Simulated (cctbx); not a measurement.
## Accept or mend?

Cell a = 5.7890 Å, b = 5.7890 Å, c = 9.2280 Å, α = 90.00°, β = 90.00°, γ = 120.00°; space group P6/mmm (no. 191). The compound is HoCo6Pb6.

Simulated single-crystal data (cctbx): Mo Kα, λ = 0.71073 Å, to d = 0.7 Å, 70 % of the full sphere, strongest reflection 40000 counts, noise from counting, a 3 % proportional error and a noise floor of 4 counts (s.d.); no absorption, and some extinction, which the refinements don't model.

An anisotropic refinement with weights 1/σ² prints:

```text
Rint 0.027, 210 unique reflections to 0.70 A
cycle     R1     wR2    GooF  max shift (A)
   1  0.2685  0.5651  38.473   0.00962
   3  0.2672  0.5007  34.090   0.00004
final R1 0.2672 wR2 0.5007 GooF 34.090  parameters 9  data/parameter 23.3
atom        x        y        z      Ueq    occ   su(xyz)  su(Uiso or U11)
Pb1    0.00000  0.00000  0.34930  -0.0053  1.000  0.00075  0.0024  NPD
Pb2    0.33333  0.66667  0.50000  -0.0013  1.000  0.00000  0.0025  NPD
Pb3    0.33333  0.66667  0.00000  -0.0021  1.000  0.00000  0.0024  NPD
Ho1    0.00000  0.00000  0.00000  -0.0065  1.000  0.00000  0.0033  NPD
difference map: max 125.25 min -39.07 rms 10.34
Q1    0.0000  0.5000  0.2482    6  127.59  2.84 A from Pb3
Q2    0.0000  0.0000  0.3395    2  126.54  0.09 A from Pb1
Q3    0.3333  0.6667  0.0000    2  125.25  0.00 A from Pb3
Q4    0.3333  0.6667  0.5000    2  125.22  0.00 A from Pb2
Q5    0.0000  0.0000  0.0000    1   73.98  0.00 A from Ho1
Q6    0.0000  0.0000  0.1733    2   33.76  1.60 A from Ho1
```

Q: Accept it or mend it, and why?

Mend it. The fault: an atom left out, Co at (0, 1/2, 0.2493). Against the right model at the same level, R1 goes from 0.0077 to 0.2672 and GooF from 1.08 to 34.09, U of Pb2 shrinks from 0.0077 to -0.0013 Å², U of Ho1 shrinks from 0.0073 to -0.0065 Å², U of Pb3 shrinks from 0.0068 to -0.0021 Å², the top difference peak, 127.6 e/Å³, lies 2.84 Å from Pb3 and Pb1, Pb2, Pb3 and Ho1 go non-positive-definite. Q1 is the missing atom. With scattering power missing, scale and phases suffer, so peaks may also grow on the heavy atoms.

The compound is HoCo6Pb6. The right model at the same level gives:

```text
Rint 0.027, 210 unique reflections to 0.70 A
cycle     R1     wR2    GooF  max shift (A)
   1  0.0098  0.0223   1.537   0.00006
   2  0.0077  0.0157   1.082   0.00000
final R1 0.0077 wR2 0.0157 GooF 1.082  parameters 13  data/parameter 16.2
atom        x        y        z      Ueq    occ   su(xyz)  su(Uiso or U11)
Pb1    0.00000  0.00000  0.35040   0.0060  1.000  0.00002  0.0001
Pb2    0.33333  0.66667  0.50000   0.0077  1.000  0.00000  0.0001
Pb3    0.33333  0.66667  0.00000   0.0068  1.000  0.00000  0.0001
Ho1    0.00000  0.00000  0.00000   0.0073  1.000  0.00000  0.0001
Co1    0.00000  0.50000  0.24927   0.0127  1.000  0.00005  0.0002
difference map: max 0.53 min -1.78 rms 0.19
Q1    0.0000  0.3282  0.4482   12    0.54  2.00 A from Pb2
Q2    0.0000  0.3577  0.0736   12    0.51  1.82 A from Co1
Q3    0.2652  0.5305  0.1531   12    0.48  1.57 A from Pb3
Q4    0.1672  0.5836  0.3135   12    0.36  1.03 A from Co1
Q5    0.2065  0.6032  0.2214   12    0.36  1.07 A from Co1
Q6    0.1218  0.5609  0.0931   12    0.36  1.36 A from Pb3
```

The model is made up (kin elements in a known structure type, no relaxation), so it says nothing on whether the phase exists.

[Middle refinement cycles are left out of these outputs.]

[Logs are printed without paths, hosts, clocks, repeated set-up lines and the standing remarks that a program may print on its own settings, such as how far it seeks lower states.]
